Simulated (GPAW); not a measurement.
## Ballistic transport through a C3 chain between two Rh chains, from relaxation to T(E)

How well does a C3 chain between two Rh chains conduct once its atoms have relaxed, and how much do cheaper levels lose?

Main program and level: GPAW 26.7.0; GPAW LCAO, PAW setups; relaxation of the junction within the symmetry of its start, lead ends held, in the first sound run; inputs show where later runs differ.

## 1. Set-up

The cell holds 19 atoms: 16 Rh and 3 C. Its edges and angles: a = 9.000 Å, b = 9.000 Å, c = 40.601 Å, α = 90.0°, β = 90.0°, γ = 90.0°. Regions: left lead, 8 atoms (8 Rh); channel, 3 atoms (3 C); right lead, 8 atoms (8 Rh). Vacuum lies along a and b. The structure is stacked along c, and the current runs across the ab planes.

## 2. Relaxing the atoms

Transmission follows bond lengths closely, so the atoms between the held lead ends are relaxed first, within whatever symmetry the start has.

run.py reads:

```python
import json
from ase import Atoms
from ase.constraints import FixAtoms
from ase.optimize import BFGS
from gpaw import GPAW, FermiDirac

device = Atoms(
    ['Rh', 'Rh', 'Rh', 'Rh', 'Rh', 'Rh', 'Rh', 'Rh', 'C', 'C', 'C', 'Rh', 'Rh', 'Rh', 'Rh', 'Rh', 'Rh', 'Rh', 'Rh'],
    positions=[
        [4.50000, 4.50000, 1.15000],
        [4.50000, 4.50000, 3.45000],
        [4.50000, 4.50000, 5.75000],
        [4.50000, 4.50000, 8.05000],
        [4.50000, 4.50000, 10.35000],
        [4.50000, 4.50000, 12.65000],
        [4.50000, 4.50000, 14.95000],
        [4.50000, 4.50000, 17.25000],
        [4.50000, 4.50000, 19.01570],
        [4.50000, 4.50000, 20.24570],
        [4.50000, 4.50000, 21.58570],
        [4.50000, 4.50000, 23.35140],
        [4.50000, 4.50000, 25.65140],
        [4.50000, 4.50000, 27.95140],
        [4.50000, 4.50000, 30.25140],
        [4.50000, 4.50000, 32.55140],
        [4.50000, 4.50000, 34.85140],
        [4.50000, 4.50000, 37.15140],
        [4.50000, 4.50000, 39.45140]],
    cell=[[9.0, 0.0, 0.0], [0.0, 9.0, 0.0], [0.0, 0.0, 40.6014]],
    pbc=True)

device.set_constraint(FixAtoms([0, 1, 2, 3, 4, 5, 6, 12, 13, 14, 15, 16, 17, 18]))
device.calc = GPAW(mode='lcao', basis='dzp', xc='PBE', h=0.18,
                   kpts={'size': (1, 1, 2), 'gamma': True},
                   symmetry={'tolerance': 1e-3, 'extra_ids': [1, 1, 1, 1, 1, 1, 1, 0, 0, 0, 0, 0, 1, 1, 1, 1, 1, 1, 1]},
                   occupations=FermiDirac(0.1), maxiter=250,
                   mixer=dict(beta=0.1, nmaxold=8, weight=100.0),
                   convergence=dict(density=0.0001), txt='relax.txt')
path = []
opt = BFGS(device, maxstep=0.15)
opt.attach(lambda: path.append((device.get_potential_energy(), device.positions.tolist(), device.get_forces().tolist())))
relaxed = bool(opt.run(fmax=0.05, steps=50))
json.dump(dict(relaxed=relaxed, path=path, positions=device.positions.tolist(), moments=device.get_magnetic_moments().tolist(),
               forces=device.get_forces(apply_constraint=False).tolist()), open('result.json', 'w'))
```

The run is started by

```sh
OMP_NUM_THREADS=1 OPENBLAS_NUM_THREADS=1 python run.py
```

The program printed:

```text
Step          Energy          fmax
BFGS:    0      -76.667595        6.726970
BFGS:    1      -76.511628        9.222200
BFGS:    2      -76.891216        1.076544
BFGS:    3      -76.904914        0.700254
BFGS:    4      -76.909900        0.182727
BFGS:    5      -76.911197        0.086991
BFGS:    6      -76.911576        0.078527
BFGS:    7      -76.911840        0.096895
BFGS:    8      -76.912121        0.093925
BFGS:    9      -76.912419        0.044242
```

Elapsed: 24 min, on 1 thread of Arm Neoverse V2, shared host; peak memory 2.1 GiB.

Step by step:

```tsv
step	energy less that of the first step (eV)	largest force (eV/Å)
1	0.0000	6.7270
2	0.1530	9.2222
3	-0.2295	1.0765
4	-0.2451	0.7003
5	-0.2508	0.1827
6	-0.2531	0.0870
7	-0.2541	0.0785
8	-0.2548	0.0969
9	-0.2549	0.0939
10	-0.2547	0.0442
```

The atoms that moved most (Å):

```tsv
atom	dx	dy	dz	length
C10	0.000	0.000	0.056	0.056
Rh12	0.000	0.000	0.049	0.049
Rh8	0.000	0.000	-0.045	0.045
C11	0.000	0.000	0.012	0.012
C9	0.000	0.000	-0.010	0.010
```

The relaxation lowered the energy of the cell by 0.255 eV (energies extrapolated to zero smearing; the optimiser's log prints free energies). The largest force left on a free atom is 0.044 eV/Å.

## 3. Double-zeta polarised basis

Localised orbitals split the wire into layers that couple to their neighbours alone, which is what the Green's function method needs; double zeta with polarisation is the usual level for numbers.

This step: GPAW LCAO, PAW setups; Landauer transmission from Green's functions with principal layers (ASE), zero bias (GPAW 26.7.0).

run.py reads:

```python
import json
import numpy as np
from ase import Atoms
from ase.transport.calculators import TransportCalculator
from gpaw import GPAW, FermiDirac
from gpaw.lcao.tools import get_lcao_hamiltonian
from scipy.linalg import eigh

# The junction with lead layers at both ends, along the third cell vector
device = Atoms(
    ['Rh', 'Rh', 'Rh', 'Rh', 'Rh', 'Rh', 'Rh', 'Rh', 'C', 'C', 'C', 'Rh', 'Rh', 'Rh', 'Rh', 'Rh', 'Rh', 'Rh', 'Rh'],
    positions=[
        [4.50000, 4.50000, 1.15000],
        [4.50000, 4.50000, 3.45000],
        [4.50000, 4.50000, 5.75000],
        [4.50000, 4.50000, 8.05000],
        [4.50000, 4.50000, 10.35000],
        [4.50000, 4.50000, 12.65000],
        [4.50000, 4.50000, 14.95000],
        [4.50000, 4.50000, 17.20459],
        [4.50000, 4.50000, 19.00549],
        [4.50000, 4.50000, 20.30152],
        [4.50000, 4.50000, 21.59813],
        [4.50000, 4.50000, 23.40025],
        [4.50000, 4.50000, 25.65140],
        [4.50000, 4.50000, 27.95140],
        [4.50000, 4.50000, 30.25140],
        [4.50000, 4.50000, 32.55140],
        [4.50000, 4.50000, 34.85140],
        [4.50000, 4.50000, 37.15140],
        [4.50000, 4.50000, 39.45140]],
    cell=[[9.0, 0.0, 0.0], [0.0, 9.0, 0.0], [0.0, 0.0, 40.6014]],
    pbc=True)

# One principal layer of the lead: the first 5 atoms of the device
lead = Atoms(
    ['Rh', 'Rh', 'Rh', 'Rh', 'Rh'],
    positions=[
        [4.50000, 4.50000, 1.15000],
        [4.50000, 4.50000, 3.45000],
        [4.50000, 4.50000, 5.75000],
        [4.50000, 4.50000, 8.05000],
        [4.50000, 4.50000, 10.35000]],
    cell=[[9.0, 0.0, 0.0], [0.0, 9.0, 0.0], [0.0, 0.0, 11.5]],
    pbc=True)

settings = dict(mode='lcao', basis='dzp', xc='PBE', h=0.2,
                occupations=FermiDirac(0.1), maxiter=250,
                mixer=dict(beta=0.1, nmaxold=8, weight=100.0),
                convergence=dict(density=0.0001))
energies = np.arange(-2, 2 + 1e-9, 0.025)
eta = 0.0001
n1, n2 = 1, 1
# k and -k transmit alike, so half of the mesh across the current serves
mesh = [(i, j) for i in range(n1) for j in range(n2) if (i, j) <= (-i % n1, -j % n2)]
weights = np.array([1 if (i, j) == (-i % n1, -j % n2) else 2 for i, j in mesh]) / (n1 * n2)

# [... helper functions left out ...]
fermi_lead = ground_state(lead, (1, 1, 10), 'lead.txt')
fermi_device = ground_state(device, (1, 1, 2), 'device.txt')
# [... loop over the mesh left out, but for ...]
        # Shift the lead onto the potential of the device's first layer
        shift = ((H[:, 0, 0] - H0[:, 0, 0]) / S0[0, 0]).real.mean()
# [...]
kT = 8.617333e-5 * 300
bias = [0.1, 0.2, 0.5, 1.0, 1.5, 2.0]
# [... integrals and printing left out ...]
```

The program printed:

```text
basis functions: device 471, principal layer 135
Fermi level: lead -3.7264 eV, device -3.8132 eV; lead shifted by -0.0022 eV
largest coupling past the next layer 2.07e-04 eV, largest misfit of the first layer 0.121 eV
  E-E_F (eV)   T (one spin)  [channel counts left out]
    -2.000    1.7355e+00
    -1.975    1.7510e+00
    -1.950    1.7662e+00
    -1.925    1.7810e+00
    -1.900    1.7952e+00
    -1.875    1.8086e+00
    -1.850    1.8210e+00
    -1.825    1.8323e+00
    -1.800    1.8425e+00
    -1.775    1.8516e+00
    -1.750    1.8595e+00
    -1.725    1.8662e+00
    -1.700    1.8719e+00
    -1.675    1.8764e+00
    -1.650    1.8799e+00
    -1.625    1.8825e+00
[...]
1.825    7.0387e-03
     1.850    6.9414e-03
     1.875    6.8510e-03
     1.900    6.7667e-03
     1.925    6.6881e-03
     1.950    6.6147e-03
     1.975    6.5462e-03
     2.000    6.4822e-03
conductance at 300 K: 1.7714 G0 a cell; thermopower 0.7459 uV/K
current from the zero-bias T(E) at 0.1 V: 13.719 uA
current from the zero-bias T(E) at 0.2 V: 27.404 uA
current from the zero-bias T(E) at 0.5 V: 67.933 uA
current from the zero-bias T(E) at 1.0 V: 132.1 uA
current from the zero-bias T(E) at 1.5 V: 190.23 uA
current from the zero-bias T(E) at 2.0 V: 239.24 uA
```

It took 3.8 min on 1 thread; peak memory 1.6 GiB.

Numbers from this step:

```
conductance                                    : 1.771 G₀
largest coupling past the next principal layer : 2.07e-4 eV
largest misfit of the first principal layer    : 0.1209 eV
shift that aligns the lead                     : -0.002228 eV
basis functions of the junction                : 471
basis functions of a principal layer           : 135
transmission at the Fermi level (one spin)     : 1.773
```

One spin. Table of transmission, zone mean by energy, zero at the Fermi level:

```tsv
energy (eV)	transmission, zone mean
-2.000	1.74
-1.800	1.84
-1.600	1.88
-1.550	1.89
-1.400	1.88
-1.200	1.85
-1.000	1.84
-0.800	1.81
-0.600	1.78
-0.400	1.77
-0.200	1.78
0.000	1.77
0.200	1.70
0.400	1.52
0.600	1.26
0.800	0.917
1.000	0.323
1.200	0.0157
1.400	0.0107
1.600	0.00833
1.800	0.00714
2.000	0.00648
```

Not self-consistent under bias; the bias window is split evenly. The current through one cell, from the zero-bias transmission by bias:

```tsv
bias (V)	current through one cell, from the zero-bias transmission (μA)
0.100	13.7
0.200	27.4
0.500	67.9
1.000	132
1.500	190
2.000	239
```

The transmission of the three most open eigenchannels by energy, zero at the Fermi level:

```tsv
energy (eV)	channel 1	channel 2	channel 3
-2.000	0.856	0.856	0.0230
-1.800	0.910	0.910	0.0229
-1.600	0.930	0.930	0.0241
-1.400	0.924	0.924	0.0269
-1.200	0.909	0.909	0.0324
-1.000	0.897	0.897	0.0446
-0.800	0.885	0.885	0.0388
-0.600	0.872	0.872	0.0349
-0.400	0.865	0.865	0.0405
-0.200	0.865	0.865	0.0508
0.000	0.858	0.858	0.0568
0.200	0.821	0.821	0.0563
0.400	0.732	0.732	0.0577
0.600	0.598	0.598	0.0681
0.800	0.419	0.419	0.0796
1.000	0.145	0.145	0.0330
1.200	0.0157	1.5e-8	9.2e-11
1.400	0.0107	1.6e-8	2.8e-12
1.600	0.00833	1.7e-8	1.7e-12
1.800	0.00714	1.7e-8	1.0e-12
2.000	0.00648	1.8e-8	0
```

Couplings past the next layer reach 2.1e-4 eV, small enough to drop; the matrix elements of the cell's first layer differ from the bulk lead's by up to 0.12 eV. That layer keeps its own values in the calculation, and only beyond it is the lead taken as perfect. The Fermi levels of lead and junction count from different zeros of potential, one for each periodic cell; with both set to zero, the small remaining shift is what aligns them. By hand: G = 1.771 × 77.48 μS = 137 μS, a resistance of 7.29 kΩ; at 0.1 V a linear junction would pass 13.7 μA, and the integral over the bias window gives 13.7 μA.

## 4. GPAW, szp: basis = "szp(dzp)"

One radial function a shell plus polarisation makes the matrices smaller; the question is what that costs.

Changes to run.py since step 3:

```diff
@@ -46,3 +46,3 @@
 
-settings = dict(mode='lcao', basis='dzp', xc='PBE', h=0.2,
+settings = dict(mode='lcao', basis='szp(dzp)', xc='PBE', h=0.2,
                 occupations=FermiDirac(0.1), maxiter=250,
```

The program printed:

```text
basis functions: device 267, principal layer 75
Fermi level: lead -3.6290 eV, device -3.8270 eV; lead shifted by -0.0010 eV
largest coupling past the next layer 2.08e-04 eV, largest misfit of the first layer 0.127 eV
  E-E_F (eV)   T (one spin)  [channel counts left out]
    -2.000    1.6922e+00
    -1.975    1.7072e+00
    -1.950    1.7220e+00
    -1.925    1.7361e+00
    -1.900    1.7496e+00
    -1.875    1.7620e+00
    -1.850    1.7735e+00
    -1.825    1.7837e+00
    -1.800    1.7927e+00
    -1.775    1.8005e+00
    -1.750    1.8070e+00
    -1.725    1.8122e+00
    -1.700    1.8163e+00
    -1.675    1.8192e+00
    -1.650    1.8210e+00
    -1.625    1.8218e+00
[...]
1.825    5.2409e-03
     1.850    5.1589e-03
     1.875    5.0819e-03
     1.900    5.0094e-03
     1.925    4.9411e-03
     1.950    4.8766e-03
     1.975    4.8156e-03
     2.000    4.7578e-03
conductance at 300 K: 1.7238 G0 a cell; thermopower 0.5847 uV/K
current from the zero-bias T(E) at 0.1 V: 13.349 uA
current from the zero-bias T(E) at 0.2 V: 26.658 uA
current from the zero-bias T(E) at 0.5 V: 65.961 uA
current from the zero-bias T(E) at 1.0 V: 127.73 uA
current from the zero-bias T(E) at 1.5 V: 183.54 uA
current from the zero-bias T(E) at 2.0 V: 230.3 uA
```

Wall time 2.1 min (1 thread); peak memory 1.5 GiB.

This step gave:

* conductance: 1.724 G₀
* largest coupling past the next principal layer: 2.08e-4 eV
* largest misfit of the first principal layer: 0.1267 eV
* shift that aligns the lead: -9.57e-4 eV
* basis functions of the junction: 267
* basis functions of a principal layer: 75
* transmission at the Fermi level (one spin): 1.726

One spin. Transmission, zone mean against energy, zero at the Fermi level:

energy (eV), transmission, zone mean and a bar:
```
   -2.000       1.69 ############################
   -1.900       1.75 #############################
   -1.800       1.79 ##############################
   -1.700       1.82 ##############################
   -1.625       1.82 ##############################
   -1.600       1.82 ##############################
   -1.500       1.81 ##############################
   -1.400       1.80 ##############################
   -1.300       1.78 #############################
   -1.200       1.77 #############################
   -1.100       1.76 #############################
   -1.000       1.76 #############################
   -0.900       1.75 #############################
   -0.800       1.73 ############################
   -0.700       1.71 ############################
   -0.600       1.69 ############################
   -0.500       1.69 ############################
   -0.400       1.69 ############################
   -0.300       1.70 ############################
   -0.200       1.72 ############################
   -0.100       1.73 ############################
    0.000       1.73 ############################
    0.100       1.70 ############################
    0.200       1.65 ###########################
    0.300       1.57 ##########################
    0.400       1.47 ########################
    0.500       1.36 ######################
    0.600       1.22 ####################
    0.700       1.07 ##################
    0.800       0.89 ###############
    0.900       0.63 ##########
    1.000       0.27 ####
    1.100       0.02 
    1.200       0.01 
    1.300       0.01 
    1.400       0.01 
    1.500       0.01 
    1.600       0.01 
    1.700       0.01 
    1.800       0.01 
    1.900       0.01 
    2.000       0.00
```

Not self-consistent under bias; the bias window is split evenly. Table of current through one cell, from the zero-bias transmission by bias:

```tsv
bias (V)	current through one cell, from the zero-bias transmission (μA)
0.100	13.3
0.200	26.7
0.500	66.0
1.000	128
1.500	184
2.000	230
```

Transmission of the three most open eigenchannels against energy, zero at the Fermi level:

```tsv
energy (eV)	channel 1	channel 2	channel 3
-2.000	0.834	0.834	0.0235
-1.800	0.885	0.885	0.0237
-1.600	0.898	0.898	0.0250
-1.400	0.886	0.886	0.0279
-1.200	0.869	0.869	0.0329
-1.000	0.857	0.857	0.0424
-0.800	0.843	0.843	0.0426
-0.600	0.828	0.828	0.0381
-0.400	0.824	0.824	0.0435
-0.200	0.832	0.832	0.0540
0.000	0.834	0.834	0.0586
0.200	0.798	0.798	0.0559
0.400	0.708	0.708	0.0571
0.600	0.578	0.578	0.0692
0.800	0.405	0.405	0.0853
1.000	0.123	0.123	0.0252
1.200	0.0120	8.3e-10	7.2e-11
1.400	0.00809	9.3e-10	3.6e-12
1.600	0.00629	1.0e-9	3.0e-11
1.800	0.00533	1.1e-9	0
2.000	0.00476	1.2e-9	0
```

The conductance, 1.72 G₀, lies 2.7 % below that of the dzp run.

## 5. GPAW, sz: basis = "sz(dzp)"

The minimal basis is the cheapest rung: no second zeta and no polarisation.

Changes to run.py since step 4:

```diff
@@ -46,3 +46,3 @@
 
-settings = dict(mode='lcao', basis='szp(dzp)', xc='PBE', h=0.2,
+settings = dict(mode='lcao', basis='sz(dzp)', xc='PBE', h=0.2,
                 occupations=FermiDirac(0.1), maxiter=250,
```

The program printed:

```text
basis functions: device 204, principal layer 60
Fermi level: lead -3.6415 eV, device -3.8577 eV; lead shifted by -0.0013 eV
largest coupling past the next layer 2.07e-04 eV, largest misfit of the first layer 0.075 eV
  E-E_F (eV)   T (one spin)  [channel counts left out]
    -2.000    1.6372e+00
    -1.975    1.6554e+00
    -1.950    1.6731e+00
[...]
1.975    1.8766e-03
     2.000    1.8359e-03
conductance at 300 K: 1.7485 G0 a cell; thermopower 0.4867 uV/K
current from the zero-bias T(E) at 0.1 V: 13.541 uA
current from the zero-bias T(E) at 0.2 V: 27.049 uA
current from the zero-bias T(E) at 0.5 V: 67.047 uA
current from the zero-bias T(E) at 1.0 V: 130.38 uA
current from the zero-bias T(E) at 1.5 V: 187.84 uA
current from the zero-bias T(E) at 2.0 V: 235.38 uA
```

Wall time 1.8 min (1 thread); peak memory 1.4 GiB.

Numbers from this step:

| Property | Result |
| --- | --- |
| conductance | 1.748 G₀ |
| largest coupling past the next principal layer | 2.07e-4 eV |
| largest misfit of the first principal layer | 0.07548 eV |
| shift that aligns the lead | -0.001345 eV |
| basis functions of the junction | 204 |
| basis functions of a principal layer | 60 |
| transmission at the Fermi level (one spin) | 1.751 |

One spin. The transmission, zone mean by energy, zero at the Fermi level:

```tsv
energy (eV)	transmission, zone mean
-2.000	1.64
-1.800	1.76
-1.600	1.80
-1.550	1.80
-1.400	1.80
-1.200	1.78
-1.000	1.78
-0.800	1.75
-0.600	1.73
-0.400	1.73
-0.200	1.75
0.000	1.75
0.200	1.69
0.400	1.52
0.600	1.28
0.800	0.940
1.000	0.256
1.200	0.00694
1.400	0.00415
1.600	0.00291
1.800	0.00224
2.000	0.00184
```

The conductance, 1.75 G₀, lies 1.3 % below that of the dzp run.

## 6. RPBE in the dzp basis: xc = "RPBE"

Back in the dzp basis, the functional changes from PBE to RPBE, to set the spread between functionals beside that between bases.

Changes to run.py since step 5:

```diff
@@ -46,3 +46,3 @@
 
-settings = dict(mode='lcao', basis='sz(dzp)', xc='PBE', h=0.2,
+settings = dict(mode='lcao', basis='dzp', xc='RPBE', h=0.2,
                 occupations=FermiDirac(0.1), maxiter=250,
```

The program printed:

```text
basis functions: device 471, principal layer 135
Fermi level: lead -3.6037 eV, device -3.6927 eV; lead shifted by -0.0029 eV
largest coupling past the next layer 2.03e-04 eV, largest misfit of the first layer 0.119 eV
  E-E_F (eV)   T (one spin)  [channel counts left out]
    -2.000    1.7351e+00
    -1.975    1.7516e+00
    -1.950    1.7678e+00
[...]
1.975    7.1014e-03
     2.000    7.0319e-03
conductance at 300 K: 1.7654 G0 a cell; thermopower 0.7472 uV/K
current from the zero-bias T(E) at 0.1 V: 13.672 uA
current from the zero-bias T(E) at 0.2 V: 27.308 uA
current from the zero-bias T(E) at 0.5 V: 67.66 uA
current from the zero-bias T(E) at 1.0 V: 131.41 uA
current from the zero-bias T(E) at 1.5 V: 189.16 uA
current from the zero-bias T(E) at 2.0 V: 237.84 uA
```

Run time: 4 min. Hardware: 1 thread; peak memory 1.6 GiB.

Numbers from this step:

```
conductance                                    : 1.765 G₀
largest coupling past the next principal layer : 2.03e-4 eV
largest misfit of the first principal layer    : 0.1192 eV
shift that aligns the lead                     : -0.002861 eV
basis functions of the junction                : 471
basis functions of a principal layer           : 135
transmission at the Fermi level (one spin)     : 1.767
```

The conductance, 1.77 G₀, lies 0.3 % below that of the dzp run.

(Part 1 of 2 ends here.)

[Logs are printed without paths, hosts, clocks, repeated set-up lines and the standing remarks that a program may print on its own settings, such as how far it seeks lower states.]

[Hosts, paths, dates, database ids (printed as entryN), source tags and the programs' standing remarks are cut or masked in the printed files.]
